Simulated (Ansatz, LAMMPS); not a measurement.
**Aqueous NH4+ and HSO4-, 4.9 mol of salt per kg of water at 330 K (179 atoms): a short ab initio trajectory**

Aim: follow aqueous NH4+ and HSO4-, 4.9 mol of salt per kg of water at 330 K (179 atoms) for a short time with forces from DFT, then look at structure and electrons in the last frame.

Main program and level: Ansatz 0.2.0; Kohn-Sham DFT, PBE+D3(BJ), PAW (set soft_2), plane waves.

### Step 1. Starting point

The cell holds 179 atoms: 61 O, 4 S, 110 H and 4 N. Its edges and angles: a = 11.956 Å, b = 11.956 Å, c = 11.956 Å, α = 90.0°, β = 90.0°, γ = 90.0°. 45 H2O, 4 NH4+, 4 HSO4- placed at random, at 1.24 g/cm³; overlaps pushed apart, then 10 ps at 420 K with MMFF94 bonds, angles, torsions, charges and radii (Halgren, J. Comput. Chem. 17, 490 (1996)) in harmonic and 12-6 forms; SPC/E water (Berendsen, Grigera and Straatsma, J. Phys. Chem. 91, 6269 (1987)). Snapshot after 20 ps at 330 K and fixed volume.

What the set-up can't give: The network of contacts between molecules at the start is that of the classical potential that made the cell. The concentration wasn't checked against solubility and may exceed it. The density was typed from a rule of thumb and may lie off the real one at this temperature. The Brillouin zone is sampled at Γ only, in a cell whose shortest periodic width is 12 Å.

### Step 2. Single point at the start

A single point comes first, to see the forces before anything moves.

Contents of input.yaml:

```yaml
crystal:
  lattice:
    - [11.956, 0.0, 0.0]
    - [0.0, 11.956, 0.0]
    - [0.0, 0.0, 11.956]
  atoms:
    - { symbol: O, position: [0.40903, 0.82411, 0.2644] }
    - { symbol: S, position: [0.4929, 0.77138, 0.3538] }
    - { symbol: O, position: [0.57009, 0.70945, 0.28503] }
    - { symbol: O, position: [0.41319, 0.70625, 0.41442] }
    [... 169 atom lines left out ...]
    - { symbol: O, position: [0.48046, 0.07106, 0.46497] }
    - { symbol: H, position: [0.39836, 0.07763, 0.47953] }
    - { symbol: H, position: [0.49843, 0.99283, 0.44143] }
    - { symbol: O, position: [0.86553, 0.6947, 0.11647] }
    - { symbol: H, position: [0.78562, 0.70398, 0.09355] }
    - { symbol: H, position: [0.90619, 0.76699, 0.10569] }
kpoints:
  mp_grid: { grid: [1, 1, 1] }
hamiltonian:
  xc: pbe
  dispersion: d3bj
scf:
  occupations: { method: fixed }
output:
  forces: true
```

Command:

```
$ ansatz run input.yaml --threads 4 --pin off --max-ram 8192MiB --backend cpu --events-out ev --progress --plain --runs-dir out
```

It took 14 s on 4 threads of Arm Neoverse V2, shared host; peak memory 2 GiB.

The run gave:

```
free energy            : -41523.9412 eV
free energy per atom   : -231.9773 eV/atom
SCF cycles             : 9
r.m.s. force component : 0.819 eV/Å
longest force          : 4.661 eV/Å
Fermi energy           : -1.099 eV
```

The r.m.s. force component of 0.82 eV/Å sets the starting point.

Neighbours are counted within 1.21 Å (H-O), 1.27 Å (H-N), 2.08 Å (O-S).

Length of the force by element and coordination:

```tsv
element	coordination	atoms	mean length of the force (eV/Å)	spread	least	most
H	all	110	1.12	0.399	0.230	3.48
N	all	4	2.42	1.16	1.00	4.07
O	all	61	1.12	0.967	0.101	4.66
O	1	12	2.48	1.33	0.694	4.66
O	2	49	0.792	0.416	0.101	2.32
S	all	4	3.14	0.802	2.23	4.18
```

### Step 3. Dynamics started at 330 K

Without a thermostat the total energy must stay constant, which tests forces and time step. The time step is 0.5 fs, short enough for the stretching of bonds to hydrogen.

Edit input.yaml of step 2 so:

```diff
@@ -16 +16,8 @@
   forces: true
+md:
+  timestep: 0.5
+  n_steps: 250
+  ensemble: nve
+  temperature: 330
+  initial_velocities: maxwell_boltzmann
+  seed: 8679
```

It took 34 min on 4 threads; peak memory 2 GiB.

The program notes that it switched symmetry off.

Rows from the run:

```tsv
time (fs)	T (K)	potential (meV/atom)	conserved (meV/atom)
0.0	330	0.0	0.00
8.5	392	-7.9	0.02
16.5	411	-10.4	0.01
25.0	439	-14.0	-0.01
33.5	422	-11.8	-0.01
41.5	468	-17.8	-0.02
50.0	446	-14.9	-0.03
58.5	430	-12.9	-0.03
66.5	403	-9.4	0.01
75.0	417	-11.1	0.03
83.5	431	-13.0	-0.03
91.5	403	-9.4	-0.02
100.0	412	-10.6	-0.02
108.5	443	-14.5	-0.01
116.5	415	-10.9	-0.01
125.0	384	-7.0	0.00
```

Mean square displacement from the first frame to the last: O 0.39 Å², S 0.10 Å², H 0.75 Å², N 0.57 Å².

The mean square displacement by time lag:

```tsv
time lag (fs)	H (Å²)	N (Å²)	O (Å²)	S (Å²)
0.5	2.4e-4	2.6e-5	1.9e-5	9.0e-6
3.0	0.00780	9.3e-4	6.8e-4	3.2e-4
5.5	0.0219	0.00298	0.00225	0.00106
8.0	0.0388	0.00605	0.00464	0.00215
10.5	0.0592	0.0101	0.00780	0.00352
13.0	0.0821	0.0152	0.0117	0.00507
16.0	0.108	0.0224	0.0171	0.00706
18.5	0.128	0.0295	0.0222	0.00874
21.0	0.150	0.0376	0.0278	0.0104
23.5	0.174	0.0467	0.0338	0.0120
26.0	0.196	0.0568	0.0403	0.0135
28.5	0.216	0.0677	0.0471	0.0150
31.5	0.238	0.0819	0.0558	0.0167
34.0	0.254	0.0944	0.0633	0.0182
36.5	0.266	0.108	0.0711	0.0196
39.0	0.277	0.121	0.0792	0.0210
41.5	0.290	0.135	0.0875	0.0224
44.0	0.303	0.149	0.0960	0.0238
47.0	0.320	0.167	0.106	0.0255
49.5	0.334	0.183	0.115	0.0270
52.0	0.347	0.199	0.124	0.0286
54.5	0.359	0.215	0.133	0.0306
57.0	0.370	0.232	0.142	0.0328
59.5	0.380	0.249	0.151	0.0353
62.5	0.392	0.270	0.162	0.0388
```

The drift taken off is the plain mean over atoms, not the centre of mass, so with hydrogen in the cell the heavy atoms' values at short lags are too large.

Over the second half of 125 fs the temperature averages 417 K with swings of 17 K r.m.s. The conserved energy stays within 0.08 meV/atom. From first frame to last H has the largest mean square displacement, 0.75 Å² at the end; the farthest move is 2.82 Å. The mean temperature of 417 K lies well off the 330 K of the input: without a thermostat, the energy that the start releases heats the cell. The run spans 0.12 ps, too short for its means to be equilibrium values.

### Step 4. Distances and neighbours late in the run

The g(r) is a mean over the second half; what follows it is taken at the last frame.

Bonds before and after, by the cutoffs listed below:

```tsv
pair	bonds before	bonds after	mean before (Å)	mean after (Å)	spread before (Å)	spread after (Å)
H-O	94	94	0.999	0.984	0.008	0.034
H-N	16	16	1.041	1.048	0.026	0.038
O-S	16	16	1.473	1.522	0.077	0.045
```

Density 1.24 g/cm³, 9.548 Å³ an atom.

Mean of 14 frames. g(r), total and by pair (bins of 0.2 Å):

```tsv
r (Å)	total	H-H	H-O	H-N	H-S	O-O	O-N
0.90	2.85	0.00	6.75	1.16	0.00	0.00	0.00
1.10	1.87	0.00	3.06	21.54	0.00	0.00	0.00
1.30	0.01	0.00	0.03	0.00	0.00	0.00	0.00
1.50	1.01	1.62	0.29	0.00	0.00	0.00	0.00
1.70	0.92	1.39	0.90	0.00	0.00	0.00	0.00
1.90	0.47	0.40	0.77	0.00	0.00	0.00	0.00
2.10	0.54	0.77	0.55	0.00	0.68	0.00	0.00
2.30	0.62	1.04	0.40	0.00	0.63	0.38	0.00
2.50	0.81	1.06	0.47	0.05	0.38	1.70	0.06
2.70	0.89	0.86	0.73	0.22	0.94	1.69	2.08
2.90	0.96	0.81	0.98	0.56	1.25	1.39	2.25
3.10	1.10	0.89	1.22	1.44	1.28	1.29	1.79
3.30	1.19	1.01	1.37	1.78	1.10	1.07	0.95
3.50	1.09	1.04	1.19	1.64	0.92	0.77	1.02
3.70	1.11	1.20	1.08	1.34	0.83	0.84	1.20
3.90	1.09	1.15	1.04	1.05	1.00	1.04	1.12
4.10	1.01	1.08	1.02	0.99	1.04	0.79	0.51
4.30	1.02	0.99	1.05	1.14	1.19	0.87	1.11
4.50	0.93	0.94	0.91	0.81	1.13	0.94	1.54
4.70	0.98	1.01	0.95	0.75	1.10	1.01	0.94
4.90	1.00	1.00	0.96	0.65	1.09	1.23	1.38
5.10	0.98	0.98	0.95	0.80	0.92	1.08	0.96
5.30	0.98	0.95	1.00	0.81	1.01	1.07	0.72
5.50	0.98	0.95	1.02	1.06	0.93	1.01	0.88
5.70	0.99	0.99	1.02	1.04	0.98	0.92	0.93
5.90	1.00	1.02	1.03	0.90	0.90	0.95	0.93
```

Bonds by pair of elements; cutoffs follow the first minimum of g(r), held within bounds set by covalent radii, and pairs that aren't listed don't count as bonded:

```tsv
pair A-B	cutoff (Å)	bonds	mean length (Å)	spread (Å)	shortest (Å)	B about A	A about B
H-O	1.21	94	0.984	0.034	0.931	0.855	1.54
H-N	1.27	16	1.05	0.038	0.989	0.145	4
O-S	2.02	16	1.52	0.045	1.43	0.262	4
```

How many atoms have how many bonded neighbours:

```tsv
element	mean	1	2	4
H	1	110	0	0
N	4	0	0	4
O	1.80	12	49	0
S	4	0	0	4
```

Bond angles, per cent of each kind in bins of 5°:

```tsv
angle (°)	H-O-H	O-S-O	H-N-H
95–100	4.4	8.3	4.2
100–105	24.4	25.0	16.7
105–110	33.3	20.8	33.3
110–115	26.7	33.3	33.3
115–120	11.1	4.2	12.5
120–125	0.0	8.3	0.0
```

Bond angles (no mean is given where the spread exceeds 20°):

```tsv
angle	count	mean (°)	spread (°)
H-O-H	45	108	5.6
O-S-O	24	109	6.6
H-N-H	24	109	5.2
H-O-S	4	113	3.9
```

Hydrogen bonds between water molecules (O–O under 3.5 Å, H–O···O angle under 30°):

```tsv
hydrogen bonds to other water	molecules
0	2
1	12
2	9
3	14
4	8
```

Bond length by coordination (bonds to H left out):

```tsv
element	coordination	atoms	mean bond length (Å)
O	1	12	1.50
O	2	4	1.58
```

With the cutoffs above, all H atoms have 1, all N atoms have 4, 80 % of O atoms have 2 and all S atoms have 4 bonded neighbours. The H-O-H angle averages 108° with a spread of 6°. The 45 water molecules hold 2.31 hydrogen bonds each to other water on average, with a mean O–O distance of 2.87 Å.

### Step 5. Single point at the last frame

The last frame is solved again with fuller output, to read the electronic structure of a thermally displaced geometry.

Contents of input.yaml:

```yaml
crystal:
  lattice:
    - [11.956, 0.0, 0.0]
    - [0.0, 11.956, 0.0]
    - [0.0, 0.0, 11.956]
  atoms:
    - { symbol: O, position: [0.40455, 0.82854, 0.29824] }
    - { symbol: S, position: [0.48749, 0.77268, 0.38214] }
    - { symbol: O, position: [0.5661, 0.71427, 0.29992] }
    - { symbol: O, position: [0.41983, 0.68355, 0.44142] }
    [... 169 atom lines left out ...]
    - { symbol: O, position: [0.44604, 0.10339, 0.37372] }
    - { symbol: H, position: [0.38503, 0.12385, 0.41819] }
    - { symbol: H, position: [0.44705, 0.0232, 0.38382] }
    - { symbol: O, position: [0.86295, 0.72547, 0.14708] }
    - { symbol: H, position: [0.78376, 0.75401, 0.13205] }
    - { symbol: H, position: [0.90317, 0.79569, 0.17067] }
kpoints:
  mp_grid: { grid: [1, 1, 1] }
hamiltonian:
  xc: pbe
  dispersion: d3bj
scf:
  occupations: { method: fixed }
output:
  forces: true
  stress: true
  populations: true
  dos:
    method: { smearing: { sigma: 0.08 } }
    de: 0.1
    projected: { site_lists: { H: [H], "N": ["N"], O: [O], S: [S] } }
  eigenvalues: true
  write_density: true
  write_potential: true
  volumetric_format: npy
  elf: true
```

Wall time 28 s (4 threads); peak memory 2.3 GiB; 1.8 min of CPU time.

The program notes that the exchange-correlation potential is rough where the density is thin.

Numbers from this run:

| Property | Result |
| --- | --- |
| free energy | -41525.1869 eV |
| free energy per atom | -231.9843 eV/atom |
| SCF cycles | 10 |
| pressure | 0.03175 GPa |
| r.m.s. force component | 0.8967 eV/Å |
| longest force | 3.92 eV/Å |
| Fermi energy | -1.382 eV |
| gap (highest filled to lowest empty level) | 4.274 eV |
| spilling of the projection | 0.0135 |

Neighbours are counted within 1.21 Å (H-O), 1.27 Å (H-N), 2.02 Å (O-S), the cutoffs taken from the dynamics.

Length of the force by element and coordination:

```tsv
element	coordination	atoms	mean length of the force (eV/Å)	spread	least	most
H	all	110	1.10	0.555	0.279	2.63
N	all	4	2.61	0.776	1.90	3.92
O	all	61	1.75	0.681	0.274	2.99
O	1	12	1.70	0.69	0.666	2.90
O	2	49	1.76	0.678	0.274	2.99
S	all	4	2.09	0.965	0.737	3.45
```

Löwdin charges by element and coordination (they lack the spilled electrons, 0.039 e an atom on average):

```tsv
element	coordination	atoms	mean charge (e)	spread	least	most
H	all	110	0.387	0.0196	0.329	0.424
N	all	4	-0.507	0.0099	-0.518	-0.496
O	all	61	-0.706	0.0364	-0.807	-0.630
O	1	12	-0.755	0.0208	-0.807	-0.723
O	2	49	-0.694	0.0283	-0.772	-0.630
S	all	4	2.40	0.048	2.33	2.47
```

Density of states as counts of states in windows of 1 eV (from the Fermi level), total and the larger projections:

```tsv
from (eV)	to (eV)	total	O p	H s	O s	N p
-18	-17	19.2	0.4	4.9	9.0	0.0
-17	-16	0.7	0.0	0.2	0.0	0.0
-16	-11	0.0	0.0	0.0	0.0	0.0
-11	-10	2.0	0.9	0.3	0.5	0.0
-10	-9	5.0	2.3	0.6	1.3	0.0
-9	-8	4.9	3.1	1.1	0.4	0.0
-8	-7	45.7	25.2	12.3	0.8	5.6
-7	-6	65.1	35.7	17.1	1.3	8.9
-6	-5	24.2	15.3	3.1	2.4	0.9
-5	-4	16.1	12.3	1.3	1.8	0.1
-4	-3	40.2	32.5	2.7	3.9	0.3
-3	-2	59.7	52.6	1.8	3.2	0.5
-2	-1	61.1	58.6	0.5	0.7	0.3
-1	0	63.9	62.6	0.3	0.2	0.3
0	1	2.0	1.9	0.0	0.0	0.0
1	4	0.0	0.0	0.0	0.0	0.0
4	5	2.0	0.1	1.2	0.4	0.0
```

The curve was stored every 0.100 eV, coarse against its broadening of 0.08 eV, so these counts are rough.

With fixed occupations the program's Fermi level is the highest filled level; weight inside the gap is the broadening of levels at its edges.

Between -23 and -18 eV lie 110 more states.

The levels nearest the highest filled one (over half full), pooled over k-points and spins:

```tsv
level less the highest filled one (eV)	occupation
-0.222	2
-0.194	2
-0.176	2
-0.114	2
-0.0213	2
0	2
4.27	0
5.40	0
5.60	0
5.71	0
5.76	0
5.86	0
```

Mean Löwdin charges: H +0.39, N -0.51, O -0.71, S +2.40 e (they miss 1.3 % of the electrons, so they add up to more than the cell's charge). The largest share in the top eV of filled states is O p (99 % of the projected weight), and in the lowest eV of empty states H s (64 % of the projected weight).

### Step 6. Summary of results

```json
{
  "mean temperature, second half": "417.3 K",
  "temperature swing, second half": "16.71 K",
  "slope of the conserved energy against time, by least squares": "-0.0373 meV/atom/ps",
  "free energy per atom": "-231.9843 eV/atom",
  "pressure": "0.03175 GPa",
  "r.m.s. force component": "0.8967 eV/Å",
  "gap (highest filled to lowest empty level)": "4.274 eV",
  "wall time of the 3 DFT runs": "35 min"
}
```

In words: Over the second half of 125 fs the temperature averages 417 K with swings of 17 K r.m.s. The conserved energy stays within 0.08 meV/atom. The mean temperature of 417 K lies well off the 330 K of the input: without a thermostat, the energy that the start releases heats the cell. The run spans 0.12 ps, too short for its means to be equilibrium values. With the cutoffs above, all H atoms have 1, all N atoms have 4, 80 % of O atoms have 2 and all S atoms have 4 bonded neighbours. The 45 water molecules hold 2.31 hydrogen bonds each to other water on average, with a mean O–O distance of 2.87 Å. The highest filled and lowest empty levels differ by 4.27 eV (at Γ alone); a semilocal functional tends to put such gaps too low. In a disordered cell it changes from sample to sample and from frame to frame.

What to keep in mind: The network of contacts between molecules at the start is that of the classical potential that made the cell; DFT moved the atoms only locally, and no bond changed. The pressure of a single frame lacks the kinetic term, about 0.60 GPa here.

[Logs are printed without paths, hosts, clocks, repeated set-up lines and the standing remarks that a program may print on its own settings, such as how far it seeks lower states.]

[Hosts, paths, dates, database ids (printed as entryN), source tags and the programs' standing remarks are cut or masked in the printed files.]

[The MMFF94 radii named for the starting cell were scaled by 0.96; in molecules described by MMFF94, hydrogen bound to N, O or S took a small fixed 12-6 site in their place.]
